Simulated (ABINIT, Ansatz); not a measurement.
# PNO (P3_2): changed settings of a GW run in ABINIT, part 2 of 2

Aim: change inputs of a GW run on PNO (P3_2) and see what moves.

ABINIT 10.8.3; LDA and many-body steps on it, plane waves. Known limits of the many-body steps: not at the basis limit; coarse k mesh.

So far. Step 2 (Screening, 3×3×2 mesh, 93 bands, screening to 114.3 eV): Local fields lower ε∞ by 9 %. On a Γ-centred mesh this coarse the value itself is usually too large, while a short band sum pulls it down. Step 3 (Base): The gap on the mesh goes from 5.23 eV to 7.46 eV, a correction of +2.24 eV.

## Step 4: No symmetry in the self-energy

Level of this step: G0W0 on LDA, plane waves, norm-conserving pseudopotentials (ABINIT).

The input, run.abi:

```
acell 3*1.0 Angstrom
rprim 
  4.783611555019 -0.000000000004 0.000000000000
  -2.391805777506 4.142729128486 0.000000000000
  0.000000000000 0.000000000000 5.281207000000
ntypat 3
znucl 15 7 8
natom 9
typat 1 1 1 2 2 2 3 3 3
xred 
  0.985906000000 0.461916000000 0.328176000000
  0.538084000000 0.523990000000 0.994842666667
  0.476010000000 0.014094000000 0.661509333333
  0.388331000000 0.260582000000 0.782152000000
  0.872251000000 0.611669000000 0.115485333333
  0.739418000000 0.127749000000 0.448818666667
  0.146478000000 0.720287000000 0.556338000000
  0.279713000000 0.426191000000 0.223004666667
  0.573809000000 0.853522000000 0.889671333333
pp_dirpath "pseudos"
pseudos "P.upf, N.upf, O.upf"
ecut 36
ngkpt 3 3 2
nshiftk 1
shiftk 0 0 0
kptopt 1
chksymbreak 0
istwfk *1
occopt 1
irdwfk 1
optdriver 4
nband 93
gwcalctyp 0
ecutsigx 36
symsigma 0
nkptgw 3
kptgw 
  0.3333333333 0.3333333333 0.0000000000
  0.0000000000 0.0000000000 0.0000000000
  0.3333333333 0.0000000000 0.0000000000
bdgw 
  23 26
  23 27
  23 26
ecuteps 4.2
irdscr 1
ppmodel 1
indata_prefix "in"
outdata_prefix "out"
tmpdata_prefix "tmp"
```

Started as:

```bash
OMP_NUM_THREADS=1 mpirun -n 4 abinit run.abi > log
```

Log:

```text
.Version 10.8.3 of ABINIT. v10.8.2 released Aug 2026.

 Symmetries : space group P3_2 (#145); Bravais hP (primitive hexag.)
[... echo of the input left out ...]
== DATASET  1 ==================================================================
-   mpi_nproc: 4, omp_nthreads: 1 (-1 if OMP is not activated)

--- !DatasetInfo
iteration_state: {dtset: 1, }
dimensions: {natom: 9, nkpt: 6, mband: 93, nsppol: 1, nspinor: 1, nspden: 1, mpw: 7302, }
cutoff_energies: {ecut:  36.0, pawecutdg:  -1.0, }
electrons: {nelect:   4.80000000E+01, charge:   0.00000000E+00, occopt:   1.00000000E+00, tsmear:   1.00000000E-02, }

 SIGMA: Calculation of the GW corrections

 Based on a program developped by R.W. Godby, V. Olevano, G. Onida, and L. Reining.
 Incorporated in ABINIT by V. Olevano, G.-M. Rignanese, and M. Torrent.
.Using double precision arithmetic ; gwpc =  8

[... cell and pseudopotentials left out ...]
--------------------------------------------------------------------------------

 ==== K-mesh for the wavefunctions ====
 Number of points in the irreducible wedge :     6
[... list of points left out ...]
 Together with  3 symmetry operations and time-reversal symmetry
 yields    18 points in the full Brillouin Zone.

 ==== Q-mesh for screening function ====
 Number of points in the irreducible wedge :     6
[... list of points left out ...]
 Together with  3 symmetry operations and time-reversal symmetry
 yields    18 points in the full Brillouin Zone.

 vcoul_init : cutoff-mode = AUXILIARY_FUNCTION
 q-points for optical limit:   1
     1)      0.000010    0.000020    0.000030
 setmesh: FFT mesh size selected  =    45x   45x   54
          total number of points  =       109350

 Number of electrons calculated from density =   48.0000; Expected =   48.0000
[...]
number of plane-waves for wavefunctions          7275
 number of bands                                    93
 number of q-points in IBZ                           6
 number of frequencies                               2
 number of real frequencies                          1
 number of imag frequencies                          1

 matrix elements of self-energy operator (all in [eV])

 Perturbative Calculation

--- !SelfEnergy_ee
iteration_state: {dtset: 1, }
kpoint     : [   0.333,    0.333,    0.000, ]
spin       : 1
KS_gap     :    6.251
QP_gap     :    8.671
Delta_QP_KS:    2.420
data: !SigmaeeData |
     Band     E0 <VxcDFT>   SigX SigC(E0)      Z dSigC/dE  Sig(E)    E-E0       E
       23   2.668 -17.324 -21.628   3.764   0.808  -0.237 -17.760  -0.436   2.232
       24   2.713 -16.940 -21.057   3.598   0.808  -0.237 -17.359  -0.419   2.293
       25   8.964 -14.766  -8.774  -3.577   0.829  -0.207 -12.765   2.001  10.965
[...]
--- !SelfEnergy_ee
iteration_state: {dtset: 1, }
kpoint     : [   0.000,    0.000,    0.000, ]
spin       : 1
KS_gap     :    5.716
QP_gap     :    8.044
Delta_QP_KS:    2.328
data: !SigmaeeData |
     Band     E0 <VxcDFT>   SigX SigC(E0)      Z dSigC/dE  Sig(E)    E-E0       E
[...]
--- !SelfEnergy_ee
iteration_state: {dtset: 1, }
kpoint     : [   0.333,    0.000,    0.000, ]
spin       : 1
KS_gap     :    5.422
QP_gap     :    7.737
Delta_QP_KS:    2.315
data: !SigmaeeData |
     Band     E0 <VxcDFT>   SigX SigC(E0)      Z dSigC/dE  Sig(E)    E-E0       E
[...]
25   8.114 -14.339  -8.560  -3.514   0.832  -0.202 -12.455   1.883   9.997
       26   8.586 -13.264  -7.556  -3.530   0.836  -0.196 -11.443   1.821  10.407

== END DATASET(S) ==============================================================
================================================================================

 -outvars: echo values of variables after computation  --------
           etotal      0.0000000000E+00
            nband          93
             nkpt           6
          spgroup         145
 [... the other variables as echoed above ...]

 Calculation completed.
```

The job ended after 27 s (4 MPI ranks of Intel Xeon Platinum 8559C (Emerald Rapids), shared host; peak memory 1.1 GiB).

This step gave:

- G0W0 gap on the points computed: 7.461 eV
- starting gap on the mesh: 5.226 eV
- k of the valence top: 0.3333, 0.3333, 0
- k of the conduction bottom: 0, 0, 0
- Z at the valence top: 0.808
- Z at the conduction bottom: 0.828
- least direct G0W0 gap on the computed points: 7.737 eV

Against G0W0 in ABINIT (3×3×2 mesh, 93 bands, screening to 114.3 eV, Godby-Needs plasmon pole), the gap moves by +0.000 eV.

## Step 5: More bands than the file holds

Edit run.abi of step 4 so:

```diff
@@ -31,6 +31,6 @@
 optdriver 4
-nband 93
+nband 582
 gwcalctyp 0
 ecutsigx 36
-symsigma 0
+symsigma 1
 nkptgw 3
```

Log:

```text
.Version 10.8.3 of ABINIT. v10.8.2 released Aug 2026.

 Symmetries : space group P3_2 (#145); Bravais hP (primitive hexag.)
================================================================================
 Values of the parameters that define the memory need of the present run
     intxc =       0    ionmov =       0      iscf =       7    lmnmax =       6
     lnmax =       6     mgfft =      54  mpssoang =       3    mqgrid =    3001
     natom =       9  nloc_mem =       1    nspden =       1   nspinor =       1
    nsppol =       1      nsym =       3    n1xccc =    2501    ntypat =       3
    occopt =       1   xclevel =       1
-    mband =         582        mffmem =           1         mkmem =           2
       mpw =        7302          nfft =      135000          nkpt =           6
================================================================================
  Rough estimation (10% accuracy) of disk space for files :
================================================================================

--------------------------------------------------------------------------------
------------- Echo of variables that govern the present computation ------------
--------------------------------------------------------------------------------
 -outvars: echo values of preprocessed input variables --------
            acell      1.8897261259E+00  1.8897261259E+00  1.8897261259E+00 Bohr

             bdgw          23      26      23      27      23      26
      chksymbreak           0
             ecut      3.60000000E+01 Hartree
          ecuteps      4.20000000E+00 Hartree
         ecutsigx      3.60000000E+01 Hartree
          ecutwfn      3.60000000E+01 Hartree
-          fftalg         312
           irdscr           1
           irdwfk           1

[...]
R(1)=  9.0397157  0.0000000  0.0000000  G(1)=  0.1106229  0.0638682  0.0000000
 R(2)= -4.5198579  7.8286235  0.0000000  G(2)=  0.0000000  0.1277364  0.0000000
 R(3)=  0.0000000  0.0000000  9.9800348  G(3)=  0.0000000  0.0000000  0.1002001
 Unit cell volume ucvol=  7.0627240E+02 bohr^3
 Angles (23,13,12)=  9.00000000E+01  9.00000000E+01  1.20000000E+02 degrees

--- Pseudopotential description ------------------------------------------------
- P Generated using ONCVPSP code by D. R. Hamann
- 15.00000   5.00000  180309                  znucl, zion, pspdat
12 -1012 2 -1 1298                            pspcod,pspxc,lmax,lloc,mmax
     nproj     2     2     2
  pspatm : epsatm=    7.03163270
         --- l  ekb(1:nproj) -->
[...]
pspatm: atomic psp has been read  and splines computed

- N Generated using ONCVPSP code by D. R. Hamann
-  7.00000   5.00000  180309                  znucl, zion, pspdat
12 -1012 1 -1 1058                            pspcod,pspxc,lmax,lloc,mmax
     nproj     2     2     0
  pspatm : epsatm=    5.30777321
         --- l  ekb(1:nproj) -->
[...]
pspatm: atomic psp has been read  and splines computed

- O Generated using ONCVPSP code by D. R. Hamann
-  8.00000   6.00000  201201                  znucl, zion, pspdat
12 -1012 2 -1 926                             pspcod,pspxc,lmax,lloc,mmax
     nproj     2     2     1
  pspatm : epsatm=    6.27558587
         --- l  ekb(1:nproj) -->
             0    6.026028    0.816167
             1   -4.798959   -1.172522
             2   -1.033686
 pspatm: atomic psp has been read  and splines computed

   2.68055881E+03                                ecore*ucvol(ha*bohr**3)
--------------------------------------------------------------------------------

--- !ERROR
message: |
    Number of bands stored WFK file is less than required.
    WFK mband: 212, self-energy nband: 582

--- !ERROR
message: |
    Number of bands stored WFK file is less than required.
    WFK mband: 212, self-energy nband: 582

--- from the log ---
Number of bands stored WFK file is less than required.
    WFK mband: 212, self-energy nband: 582
```

Run time: 1.9 s. Hardware: 4 MPI ranks; peak memory 0.06 GiB.

The run stopped with an error after 1.9 s.

The program's words: Number of bands stored WFK file is less than required. WFK mband: 212, self-energy nband: 582

The fault put into this input: more bands than the file holds.

## Step 6: The runs together

Times are wall times on 4 MPI ranks of Intel Xeon Platinum 8559C (Emerald Rapids), shared host, good to a factor of about two. A run's time includes the screening step that it read.

```tsv
run	mesh	bands	screening cutoff (eV)	DFT gap (eV)	gap on the mesh (eV)	direct (eV)	ε∞ used	time
base	3×3×2	93	114.3	5.226	7.461	7.737	3.31	68 s
no symmetry in the self-energy	3×3×2	93	114.3	5.226	7.461	7.737	3.31	77 s
```

## Step 7: Outcome

* base: 7.461 eV
* no symmetry in the self-energy: 7.461 eV
* known limits: not at the basis limit; coarse k mesh

What this shows: No symmetry in the self-energy: no change against base (keys changed: symsigma). Bands and cutoff are finite, so the gap is not at the basis limit. The miss can reach some tenths of an eV and take either sign; the mesh is an error of its own. In the first G0W0 run levels were corrected at 3 k points alone, so a gap called «on the mesh» is the least over those, and an edge elsewhere would be missed. A denser mesh or path gives a starting gap of 5.14 eV: the GW mesh misses a band edge, so its gaps are not the fundamental one. The 3×3×2 mesh is coarse for this cell, which bears on the long-range parts of exchange and screening.

[Paths, hosts, dates, memory and timing lines, banners, echoed tables and standing remarks are left out of the program output.]

[Logs are printed without paths, hosts, clocks, repeated set-up lines and the standing remarks that a program may print on its own settings, such as how far it seeks lower states.]

[Runs of the session that timed out or met a known fault of the program may be left out.]

[No measured gap is set beside runs whose start may be inverted or whose files or cutoffs have a known fault.]

[Hosts, paths, dates, database ids (printed as entryN), source tags and the programs' standing remarks are cut or masked in the printed files.]

[G0W0 gaps are taken among the corrected bands and points alone; a level outside them can change the order at an edge.]

[Where Ansatz stands beside ABINIT at settings called matched, ABINIT's density can come from a denser mesh and the files from another edition; pairs whose starting gaps differed by over 0.03 eV were left out, so agreement reads better than it is.]
